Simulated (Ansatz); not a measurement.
# CaSnSe3 (model cell, started as cubic perovskite with Sn in the octahedra): following an unstable mode

Wanted: the energy along a soft mode of CaSnSe3 (model cell, started as cubic perovskite with Sn in the octahedra) and the structure at the end.

Main program and level: Ansatz 0.2.0; DFT PBEsol, scalar-relativistic, plane waves, PAW; PAW set soft_1.

The structure was built from a prototype and need not be the compound's stable phase.

## Step 1: Starting point

It takes space group Pm-3m (No. 221, cubic). The conventional cell has a = 5.209 Å, b = 5.209 Å, c = 5.209 Å, α = 90.00°, β = 90.00°, γ = 90.00°. Ca has 12 Se at 3.68 Å nearest. Nearest to Sn lie 6 Se at 2.60 Å. Nearest to Se lie 2 Sn at 2.60 Å and 4 Ca at 3.68 Å. Farther neighbours and most contacts between anions are not listed.

## Step 2: The dispersion

The cell comes from relaxations at this level that are not shown. Stability and thermal properties need the whole zone. Linear response on a 2×2×2 q mesh gives force constants as far as a supercell of that size would.

input.yaml reads:

```yaml
crystal:
  lattice:
    - [5.2086939713, 0.0, 0.0]
    - [0.0, 5.2086939713, 0.0]
    - [0.0, 0.0, 5.2086939713]
  atoms:
    - { symbol: Ca, position: [0.0, 0.0, 0.0] }
    - { symbol: Sn, position: [0.5, 0.5, 0.5] }
    - { symbol: Se, position: [0.5, 0.5, 0.0] }
    - { symbol: Se, position: [0.5, 0.0, 0.5] }
    - { symbol: Se, position: [0.0, 0.5, 0.5] }
kpoints:
  mp_grid: { grid: [8, 8, 8] }
hamiltonian:
  xc: pbesol
  pseudopotentials: { kind: paw, azcp: { folder: soft_1 }, xc_functional: pbe }
scf:
  occupations: { method: methfessel_paxton, width: 0.2 }
output:
  eigenvalues: true
phonons:
  method: dfpt
  qmesh: [2, 2, 2]
  temperatures: { t_max: 1000, t_step: 50 }
  qpath:
    path:
      - [[0.0, 0.0, 0.0], [0.0, 0.5, 0.0], [0.5, 0.5, 0.0], [0.0, 0.0, 0.0], [0.5, 0.5, 0.5], [0.0, 0.5, 0.0]]
      - [[0.5, 0.5, 0.5], [0.5, 0.5, 0.0]]
    npoints: 10
```

On the command line:

```
$ ansatz run input.yaml --threads 4 --pin off --max-ram 16384MiB --backend cpu --events-out ev --progress --plain --runs-dir out
```

Numbers of over 12 decimals in the logs are rounded to 6 here.

Log:

```text
Engine: ansatz 0.2.0, aarch64-unknown-linux-gnu
Pseudopotentials: kind: paw
Pseudopotential: Ca, paw, valence charge 10, recommended cutoff 420 eV (normal), soft_1/Ca.paw.azcp
Pseudopotential: Sn, paw, valence charge 14, recommended cutoff 420 eV (normal), soft_1/Sn.paw.azcp
Pseudopotential: Se, paw, valence charge 16, recommended cutoff 420 eV (normal), soft_1/Se.paw.azcp
Functional definition: PBEsol
  exchange = pbesol_x
  correlation = pbesol_c
Crystal: 5 atoms, lattice volume = 141.314 Å³
Basis set: ecut = 420 eV, 2777 PW (Γ), exchange–correlation on 72×72×72 points (8 copies of the dense FFT grid, shifted against one another)
Bands: 44, of which v1, the nominal top of the filled ones, is band 36 counted from 1 (35 counted from 0)
Symmetry: 48 space group operations
k-points: 35 of 512
Non-local potential: Ca, projectors of the file, l = 0: 3, l = 1: 2, l = 2: 2
Non-local potential: Sn, projectors of the file, l = 0: 2, l = 1: 2, l = 2: 2, l = 3: 1
Non-local potential: Se, projectors of the file, l = 0: 2, l = 1: 2, l = 2: 3, l = 3: 1
PAW form: soft (Blöchl's): semilocal exchange-correlation on the pseudo side does not see the compensation charge
PAW frozen core: Ca, regenerated for the run's functional, and the local potential with it (the file was generated under x = pbe(κ = 0.804, μ = 0.219515), c = pbe(β = 0.066725))
PAW frozen core: Sn, regenerated for the run's functional, and the local potential with it (the file was generated under x = pbe(κ = 0.804, μ = 0.219515), c = pbe(β = 0.066725))
PAW frozen core: Se, regenerated for the run's functional, and the local potential with it (the file was generated under x = pbe(κ = 0.804, μ = 0.219515), c = pbe(β = 0.066725))
PAW one-centre angular grid: Ca, 110 points (default); XC on 64 Gauss nodes
PAW one-centre angular grid: Sn, 590 points (default); XC on 64 Gauss nodes
PAW one-centre angular grid: Se, 590 points (default); XC on 64 Gauss nodes
Initial density: superposition of atomic densities (chi_scale 0.1, normalization cell, long waves kept (reshape's long-wave potential 0.01 eV rms))
Initial wavefunctions: pseudopotential atomic-orbital guess
Functional: x = pbesol(κ = 0.804, μ = 0.123457), c = pbesol(β = 0.046)
SCF iter   1: F=—  HF=-24020.183689 eV  |F-HF|=—  |Δ(HF+E_count)|=         —  Δρ=4.38e-2  dr2=5.60e0  ethr=3.10e-3  ⟨swp⟩=8.7  Hψ=6771  notcnv=0
preconditioner: auto → Kerker (q_TF=auto, 2.438 Å⁻¹)  [metal: Δε(μ)=0.071 eV  Ē_g=6.640 eV  σ=0.200 eV  W_gap=0.29  n_scr=32 (ndim 8)  ℏωp=15.3 eV  f_vac=0.000  D(μ)=2.23/eV (n_scr^D=6)]
SCF iter   2: F=—  HF=-24019.068546 eV  |F-HF|=—  |Δ(HF+E_count)|=    1.12e0  S|Δr|=    0.00e0  Δρ=1.71e-2  dr2=6.72e-1  ethr=3.10e-3  ⟨swp⟩=3.0  Hψ=3027  notcnv=0  defer=25
SCF iter   3: F=—  HF=-24018.892354 eV  |F-HF|=—  |Δ(HF+E_count)|=   1.76e-1  S|Δr|=    0.00e0  Δρ=8.00e-3  dr2=1.63e-1  ethr=9.33e-4  ⟨swp⟩=2.3  Hψ=2726  notcnv=0  defer=28
SCF iter   4: F=—  HF=-24018.851759 eV  |F-HF|=—  |Δ(HF+E_count)|=   4.06e-2  S|Δr|=    0.00e0  Δρ=2.21e-3  dr2=1.83e-2  ethr=2.26e-4  ⟨swp⟩=2.5  Hψ=2773  notcnv=0  defer=29
SCF iter   5: F=—  HF=-24018.845969 eV  |F-HF|=—  |Δ(HF+E_count)|=   5.79e-3  S|Δr|=    0.00e0  Δρ=1.19e-3  dr2=3.59e-3  ethr=2.54e-5  ⟨swp⟩=2.0  Hψ=2901  notcnv=0  defer=28
SCF iter   6: F=—  HF=-24018.845057 eV  |F-HF|=—  |Δ(HF+E_count)|=   9.13e-4  S|Δr|=    0.00e0  Δρ=2.68e-4  dr2=3.35e-4  ethr=4.98e-6  ⟨swp⟩=2.0  Hψ=2272  notcnv=0  defer=29
SCF iter   7: F=—  HF=-24018.845003 eV  |F-HF|=—  |Δ(HF+E_count)|=   5.38e-5  S|Δr|=    0.00e0  Δρ=1.04e-4  dr2=5.60e-5  ethr=4.65e-7  ⟨swp⟩=1.9  Hψ=2008  notcnv=0  defer=29
SCF iter   8: F=—  HF=-24018.844993 eV  |F-HF|=—  |Δ(HF+E_count)|=   9.72e-6  S|Δr|=    0.00e0  Δρ=4.34e-5  dr2=9.25e-6  ethr=7.78e-8  ⟨swp⟩=2.7  Hψ=2798  notcnv=0  defer=29
SCF iter   9: F=—  HF=-24018.844992 eV  |F-HF|=—  |Δ(HF+E_count)|=   1.55e-6  S|Δr|=    0.00e0  Δρ=1.29e-5  dr2=3.71e-7  ethr=1.28e-8  ⟨swp⟩=2.6  Hψ=2198  notcnv=0  defer=29
SCF iter  10: F=—  HF=-24018.844990 eV  |F-HF|=—  |Δ(HF+E_count)|=   1.28e-6  S|Δr|=    0.00e0  Δρ=3.38e-6  dr2=1.66e-8  ethr=5.16e-10  ⟨swp⟩=2.0  Hψ=2762  notcnv=0  defer=30
SCF iter  11: F=—  HF=-24018.844990 eV  |F-HF|=—  |Δ(HF+E_count)|=   1.62e-8  S|Δr|=    0.00e0  Δρ=6.05e-7  dr2=4.25e-10  ethr=2.30e-11  ⟨swp⟩=2.0  Hψ=2204  notcnv=0  defer=30
SCF iter  12: F=—  HF=-24018.844990 eV  |F-HF|=—  |Δ(HF+E_count)|=  4.80e-10  S|Δr|=    0.00e0  Δρ=1.37e-7  dr2=3.31e-11  ethr=1.00e-12  ⟨swp⟩=2.0  Hψ=2750  notcnv=0  defer=30
SCF iter  13: F=-24018.844990 eV  HF=-24018.844990 eV  |F-HF|=7.28e-12  |Δ(HF+E_count)|=  2.91e-11  S|Δr|=    0.00e0  Δρ=4.31e-8  dr2=4.62e-12  ethr=1.00e-12  ⟨swp⟩=11.8  Hψ=8244  notcnv=0
SCF 1 converged in 13 iterations: F = -24018.844990 eV  dr2 = 4.62e-12
  greatest PAW one-centre occupation: 1.000 electrons in one spin orbital (limit 2), on the Se atom at site 3 (counted from 0), in its partial waves of l = 2
Initial density: read from a saved state, or passed on in memory by an earlier SCF of this step, an earlier step, the calling program or the single point that the run made first
iter 1 solved again at ethr=9.31e-8 eV; its pass at ethr=3.10e-3 eV (dr2=6.70e-5 eV) is discarded
SCF iter   1: F=—  HF=-24018.844990 eV  |F-HF|=—  |Δ(HF+E_count)|=         —  Δρ=5.30e-7  dr2=6.46e-10  ethr=9.31e-8  ⟨swp⟩=3.9  Hψ=11248  notcnv=0
eigensolver tolerance schedule: the retry pair's looser diagonalisation over-reported the residual by 103733.42 of it (diagonalisation noise at an unbounded share of the residual, at the tolerance the schedule requests for it); recorded, not acted on — ethr = c·dr2/N_el stays at c = 1.0e-1
preconditioner: auto → LDOS  [metal: Δε(μ)=0.022 eV  Ē_g=8.165 eV  σ=0.200 eV  W_gap=0.09  n_scr=32 (ndim 8)  ℏωp=15.3 eV  f_vac=0.024  D(μ)=2.46/eV (n_scr^D=18)  β→1.0]
SCF iter   2: F=—  HF=-24018.844990 eV  |F-HF|=—  |Δ(HF+E_count)|=   6.89e-7  S|Δr|=    0.00e0  Δρ=8.44e-7  dr2=2.18e-9  ethr=1.00e-12  ⟨swp⟩=4.2  Hψ=4693  notcnv=0
SCF iter   3: F=—  HF=-24018.844990 eV  |F-HF|=—  |Δ(HF+E_count)|=   1.01e-9  S|Δr|=    0.00e0  Δρ=3.36e-7  dr2=2.38e-10  ethr=1.00e-12  ⟨swp⟩=2.5  Hψ=2821  notcnv=0
SCF iter   4: F=—  HF=-24018.844990 eV  |F-HF|=—  |Δ(HF+E_count)|=  7.28e-11  S|Δr|=    0.00e0  Δρ=2.25e-7  dr2=1.25e-10  ethr=1.00e-12  ⟨swp⟩=1.0  Hψ=1540  notcnv=0
SCF iter   5: F=—  HF=-24018.844990 eV  |F-HF|=—  |Δ(HF+E_count)|=  4.00e-11  S|Δr|=    0.00e0  Δρ=1.27e-7  dr2=3.68e-11  ethr=1.00e-12  ⟨swp⟩=1.0  Hψ=1540  notcnv=0
SCF iter   6: F=-24018.844990 eV  HF=-24018.844990 eV  |F-HF|=1.46e-11  |Δ(HF+E_count)|=  1.09e-11  S|Δr|=    0.00e0  Δρ=1.25e-8  dr2=1.88e-13  ethr=1.00e-12  ⟨swp⟩=3.5  Hψ=4951  notcnv=0
SCF 2 converged in 6 iterations: F = -24018.844990 eV  dr2 = 1.88e-13
  greatest PAW one-centre occupation: 1.000 electrons in one spin orbital (limit 2), on the Se atom at site 4 (counted from 0), in its partial waves of l = 2
phonons: the bands overlap, so this run is a metal and interpolates without the dipole-dipole term. If the crystal is really an insulator or semiconductor, its LO-TO splitting is missing
NSCF: frozen V_eff on 35 k-points
WARN: eigensolver did not converge (k=1): 1 band(s) unlocked after 20 sweeps at ethr=1.19e-12 eV (storage-precision floor; scheduled 1.00e-12 eV) (lowest unlocked band 43, counted from 0; max residual 9.75e-6 eV among the unlocked bands, 9.75e-6 eV over every band; other slots of this pass that fall short are told together in one closing line; warning suppressed until the next SCF loop or pass starts)
NSCF: frozen V_eff on 125 k-points
DFPT response loops at q = (0, 0, 0) (fractional): preconditioner auto → Kerker (q_TF=auto, 2.438 Å⁻¹) (partly filled bands, converged f_vac=0.024); β = 1.00, the filter's whole step (`scf.mixing.beta` (0.50) is not read by the response loops under this deck's `scf.mixing.preconditioner`; to damp them name `kerker` or `kerker_dos`, under which they read `scf.mixing.beta`, and type it under 1.00, their step now; both keys bind the ground state too); Broyden in place of MSR1
NSCF: frozen V_eff on 250 k-points
DFPT response loops at q = (0, 0, -0.5) (fractional): mixed as the last ones told, above
NSCF: frozen V_eff on 250 k-points
DFPT response loops at q = (0, -0.5, -0.5) (fractional): mixed as the last ones told, above
NSCF: frozen V_eff on 250 k-points
DFPT response loops at q = (-0.5, -0.5, -0.5) (fractional): mixed as the last ones told, above
SCF converged after 13 iterations
Stability not checked: this state was not tested for a lower state beside it, because cold or Methfessel-Paxton smearing, or corrected tetrahedra, fill the levels in a way that the test cannot read (fill_not_monotonic; see scf.lower_state_search)
Free energy (F): -24018.844990 eV
Harris-Foulkes:  -24018.844990 eV  (|F-HF|=7.28e-12)
Internal energy: -24018.838258 eV  (E = F + TS)
E sigma→0 (E₀):  -24018.843307 eV
Entropy (-TS):   -0.006733 eV (-1.347 meV/atom)
Fermi energy:    7.051500 eV
--- Per-component energies (eV) ---
  E_band       = -1464.012311
  E_kinetic    = 752.948683
  E_local      = -10836.481087  (includes V_loc(G=0)·N_el)
  E_nonlocal   = -820.543456
  E_hartree    = 5457.193413
  E_xc         = -504.375947
  E_vxc        = -508.549214  (∫ρ·V_xc dr)
  E_paw        = -11399.711033  (= ΣΔE_a)
  E_vpaw       = -965.773360  (= ΣTr[D̂ρ^β])
  E_aug_tail   = -0.000794  (compensation charges beyond the density's cutoff)
  E_ewald      = -6671.297027
  E_core_change = 3.428989  (= ΣΔE_core)
  E_smearing   = -0.006733  (= −TS)
  E_closure    = -0.000000  (closes the sum)
  Σ components = -24018.844990   (vs F -24018.844990, Δ=0.00e0)
--- Band table (eV; the first three rows and the last of 35) ---
  k-point 0: bands = [... 32 lower, 6.0934, 6.0934, 6.2174, 6.2174, 6.2174, 8.4943, 9.3452, 9.3452, ... 4 higher]
  k-point 1: bands = [... 32 lower, 5.9909, 5.9909, 6.0729, 6.1747, 6.1747, 8.8612, 9.4324, 9.5343, ... 4 higher]
  k-point 2: bands = [... 32 lower, 5.7110, 5.7269, 6.1264, 6.1264, 6.1929, 9.5651, 9.7253, 9.7596, ... 4 higher]
  k-point 34: bands = [... 32 lower, 6.1844, 7.3829, 7.3829, 7.3829, 8.6684, 9.1843, 9.1843, 9.1843, ... 4 higher]
--- Phonons (Γ-DFPT): 4 representative perturbations + reference (Σ response iterations 12) ---
  ASR residual: 3.395e-5 → 0.000e0 eV/Å²; symmetrization residual: 2.582e-5 eV/Å²
  ASR residual per site (eV/Å²): 1.55e-5 3.17e-5 3.40e-5 3.40e-5 3.40e-5
  Γ frequencies (cm⁻¹): -117.34 -117.34 -117.34 -71.60 -71.60 -71.60 -32.47 -32.47 -32.47 0.00 0.00 0.00 234.97 234.97 234.97
--- Phonons (arbitrary-q DFPT): 4 irreducible q on the 2×2×2 mesh ---
  q = [0.0000, 0.0000, 0.0000] (star 1, of the zone-centre solve; hermiticity 4.48e-6, symmetrization 1.25e-11): -117.34 -117.34 -117.34 -71.60 -71.60 -71.60 -32.47 -32.47 -32.47 0.00 0.00 0.00 234.97 234.97 234.97
  q = [0.0000, 0.0000, -0.5000] (star 3, 9 solved perturbations in 975 linear systems a pass and spin channel, the states on 125 of 512 k-point pairs; hermiticity 2.48e-6, symmetrization 3.16e-9): -107.04 -107.04 -75.76 -69.72 -69.72 -68.45 -66.70 -37.60 -37.60 29.42 29.42 161.60 202.73 235.29 235.29
  q = [0.0000, -0.5000, -0.5000] (star 3, 9 solved perturbations in 975 linear systems a pass and spin channel, the states on 125 of 512 k-point pairs; hermiticity 4.38e-6, symmetrization 6.23e-9): -114.30 -114.30 -92.65 -78.74 -67.81 -67.81 18.80 25.24 25.24 47.00 167.57 167.57 190.49 218.15 235.75
  q = [-0.5000, -0.5000, -0.5000] (star 1, 4 solved perturbations in 350 linear systems a pass and spin channel, the states on 125 of 512 k-point pairs; hermiticity 1.98e-6, symmetrization 5.70e-9): -117.82 -117.82 -117.82 -96.83 -96.83 -96.83 59.41 59.41 59.41 171.99 171.99 171.99 188.80 188.80 233.28
  sum rule: each row above includes the acoustic sum rule's correction from the zone centre's row sums; it moved no ω² by more than (0.34 cm⁻¹)²
  mesh force constants: q→R imaginary residual 3.43e-18; ASR residual 3.395e-5 → 0.000e0 eV/Å²; symmetrization residual 7.105e-15 eV/Å²
  interpolated dispersion: 62 rows × 15 modes
  density of states and harmonic sums: on the 12×12×12 q-mesh, interpolated from the force constants of a 2×2×2 supercell (no non-analytic term)
  largest difference from the sums on the solved wave vectors: F 6.71e-2 eV, S 1.08e-4 and C_V 4.06e-5 eV/K
  zero-point energy: 0.064288 eV/cell   skipped modes (ω ≤ 0): 629, of them read as no rigid motion or as one in doubt: 626 (7.402e0 modes/cell left out, lowest -117.82 cm⁻¹)   left out of the sums: 4.94e-1 of the cell's modes: C_V's classical limit lies that fraction below 3 k_B per atom; for a crystal, a wire or a layer, F and S can be off by more, and a phonons.interpolated_qmesh denser along its periods is the remedy for the sampling
```

Run time: 7 min. Hardware: 4 threads of Arm Neoverse V2, shared host; peak memory 2.1 GiB; 27 min of CPU time.

The column dr2 measures how far the density is from self-consistency, as an energy; F and HF (Harris–Foulkes) agree once it is small.

This step gave:

| Quantity | Value |
| --- | --- |
| volume per atom | 28.26 Å³ |
| gap on the k-mesh | 0 eV |
| sum-rule residual before enforcement | 3.40e-5 eV/Å² |
| lowest frequency on the path | -117.8 cm⁻¹ |
| point group | m-3m |
| highest frequency on the path or at a solved wavevector | 236.1 cm⁻¹ |
| highest optical mode at the zone centre (no LO-TO term) | 235.0 cm⁻¹ |
| lowest optical zone-centre mode | -117.3 cm⁻¹ |
| lowest mode on the q mesh (acoustic modes at Γ apart) | -117.8 cm⁻¹ |

Frequencies (cm⁻¹) solved at each irreducible wavevector; negative means imaginary. Frequencies by wavevector, by row:

```tsv
q in reciprocal lattice units	star	mode 1	mode 2	mode 3	mode 4	mode 13	mode 14	mode 15
0 0 0	1	-117.3	-117.3	-117.3	-71.6	235	235	235
0 0 -0.5	3	-107	-107	-75.8	-69.7	202.7	235.3	235.3
0 -0.5 -0.5	3	-114.3	-114.3	-92.7	-78.7	190.5	218.2	235.8
-0.5 -0.5 -0.5	1	-117.8	-117.8	-117.8	-96.8	188.8	188.8	233.3
```

Interpolated from a 2×2×2 q mesh. The phonon branches at the labelled points (cm⁻¹):

```tsv
point	branch 1	branch 2	branch 3	branch 4	branch 12	branch 13	branch 14	branch 15
Γ	-117	-117	-117	-72	0	235	235	235
halfway	-112	-112	-102	-74	102	225	235	235
X	-107	-107	-76	-70	162	203	235	235
halfway	-111	-102	-97	-87	165	201	229	236
M	-114	-114	-93	-79	168	190	218	236
halfway	-114	-106	-95	-82	108	221	230	235
Γ	-117	-117	-117	-72	0	235	235	235
halfway	-111	-111	-88	-86	115	221	221	236
R	-118	-118	-118	-97	172	189	189	233
halfway	-109	-106	-106	-90	167	200	221	236
X	-107	-107	-76	-70	162	203	235	235
jump to R	-118	-118	-118	-97	172	189	189	233
halfway	-114	-114	-103	-95	170	190	210	235
M	-114	-114	-93	-79	168	190	218	236
```

Symmetry leaves 4 wavevectors to solve. The lowest mode among them, the acoustic zeros apart, lies at q = (-0.5, -0.5, -0.5) and is imaginary, 117.8i cm⁻¹, so the energy falls along it.

## Step 3: The mode frozen in, largest atomic shift 0 Å

The mode followed lies at Γ with frequency 117.3i cm⁻¹ and is 3-fold degenerate, one of the unstable modes though not the softest. At small amplitude the distorted cell has space group no. 99 by a symmetry search on the positions. The undistorted cell that holds it gives the zero of energy on the same k mesh.

input.yaml, the sections that differ from step 2:

```yaml
output:
  forces: true
  stress: true
  eigenvalues: true
# crystal, kpoints, hamiltonian, scf: as in step 2
# phonons: removed
```

Log:

```text
[...]
Crystal: 5 atoms, lattice volume = 141.314 Å³
Basis set: ecut = 420 eV, 2777 PW (Γ), exchange–correlation on 72×72×72 points (8 copies of the dense FFT grid, shifted against one another)
Bands: 44, of which v1, the nominal top of the filled ones, is band 36 counted from 1 (35 counted from 0)
Symmetry: 48 space group operations
[...]
k-points: 35 of 512
[...]
k-point 0: bands = [... 32 lower, 6.0934, 6.0934, 6.2174, 6.2174, 6.2174, 8.4943, 9.3451, 9.3451, ... 4 higher]
  k-point 1: bands = [... 32 lower, 5.9909, 5.9909, 6.0729, 6.1747, 6.1747, 8.8612, 9.4323, 9.5343, ... 4 higher]
  k-point 2: bands = [... 32 lower, 5.7110, 5.7269, 6.1264, 6.1264, 6.1929, 9.5650, 9.7253, 9.7594, ... 4 higher]
  k-point 34: bands = [... 32 lower, 6.1844, 7.3829, 7.3829, 7.3829, 8.6684, 9.1843, 9.1843, 9.1843, ... 4 higher]
[key lines of the parts left out:]
SCF converged after 10 iterations
Free energy (F): -24018.844990 eV
Fermi energy:    7.051502 eV
P = ⅓ Tr σ = 0.0050 GPa (0.050 kbar)
```

Run time: 3.7 s. Hardware: 4 threads; peak memory 0.54 GiB; 14 s of CPU time.

Numbers from this step:

* pressure: 0.004951 GPa
* energy from the undistorted cell: 0 meV/atom

The run ends at a pressure of 0.00 GPa.

## Step 4: The mode frozen in, largest atomic shift 0.6 Å

The atoms are moved along the unstable eigenvector, the largest shift by 0.6 Å, with the cell fixed.

input.yaml, the sections that differ from step 3:

```yaml
crystal:
  lattice:
    - [5.2086939713, 0.0, 0.0]
    - [0.0, 5.2086939713, 0.0]
    - [0.0, 0.0, 5.2086939713]
  atoms:
    - { symbol: Ca, position: [0.0, -0.1151920238, 0.0] }
    - { symbol: Sn, position: [0.5, 0.4876456502, 0.5] }
    - { symbol: Se, position: [0.5, 0.5392058028, 0.0] }
    - { symbol: Se, position: [0.5, -0.0013801535, 0.5] }
    - { symbol: Se, position: [0.0, 0.5392058028, 0.5] }
# kpoints, hamiltonian, scf, output: as in step 3
```

Log:

```text
[...]
Crystal: 5 atoms, lattice volume = 141.314 Å³
Basis set: ecut = 420 eV, 2777 PW (Γ), exchange–correlation on 72×72×72 points (8 copies of the dense FFT grid, shifted against one another)
Bands: 44, of which v1, the nominal top of the filled ones, is band 36 counted from 1 (35 counted from 0)
Symmetry: 8 space group operations
[...]
k-points: 75 of 512 (time reversal used)
[...]
k-point 0: bands = [... 32 lower, 5.7911, 5.8354, 6.1397, 6.1936, 6.1936, 8.7116, 9.8157, 9.8992, ... 4 higher]
  k-point 1: bands = [... 32 lower, 5.6782, 5.7520, 5.9749, 6.1739, 6.2952, 9.0336, 9.8353, 9.9229, ... 4 higher]
  k-point 2: bands = [... 32 lower, 5.4043, 5.6783, 5.9700, 6.1468, 6.4573, 9.7182, 9.7960, 10.1363, ... 4 higher]
  k-point 74: bands = [... 32 lower, 6.1054, 6.9568, 7.2001, 7.2001, 8.9357, 9.0457, 9.2143, 9.2143, ... 4 higher]
[key lines of the parts left out:]
SCF converged after 9 iterations
Free energy (F): -24019.245316 eV
Fermi energy:    6.886250 eV
P = ⅓ Tr σ = 1.1925 GPa (11.925 kbar)
```

Elapsed: 12 s, on 4 threads; peak memory 0.63 GiB; 48 s of CPU time.

This step gave:

| Quantity | Value |
| --- | --- |
| pressure | 1.193 GPa |
| energy from the undistorted cell | -80.40 meV/atom |

The energy, extrapolated to zero smearing, is -80.40 meV/atom against the undistorted cell.

The run ends at a pressure of 1.19 GPa, with forces up to 0.58 eV/Å.

## Step 5: Energy along the mode, all amplitudes (two of the runs are shown above)

An imaginary frequency means negative curvature, so the energy should fall and then rise again as anharmonic terms take over.

Numbers from this step:

| Quantity | Value |
| --- | --- |
| depth at the lowest point sampled | 80.40 meV/atom |
| largest atomic shift at that point | 0.6 Å |

Table of energy from the parent by largest atomic shift:

```tsv
largest atomic shift (Å)	energy from the parent (meV/atom)
0.000	0
0.040	-0.484
0.080	-1.93
0.140	-5.83
0.220	-14.0
0.320	-28.3
0.450	-51.5
0.600	-80.4
```

Displacement at unit largest shift by atom:

```tsv
atom	x (Å)	y (Å)	z (Å)	size
Ca1	0.00	-1.00	0.00	1.00
Sn2	0.00	-0.11	0.00	0.11
Se3	0.00	0.34	0.00	0.34
Se4	0.00	-0.01	0.00	0.01
Se5	0.00	0.34	0.00	0.34
```

The lowest of the steps tried is the last one, at 0.6 Å, 80.4 meV/atom below the parent; the bottom of the well need not coincide with a step.

[end of part 1 of 2]

[Logs are printed without paths, hosts, clocks, repeated set-up lines and the standing remarks that a program may print on its own settings, such as how far it seeks lower states.]

[Hosts, paths, dates, database ids (printed as entryN), source tags and the programs' standing remarks are cut or masked in the printed files.]
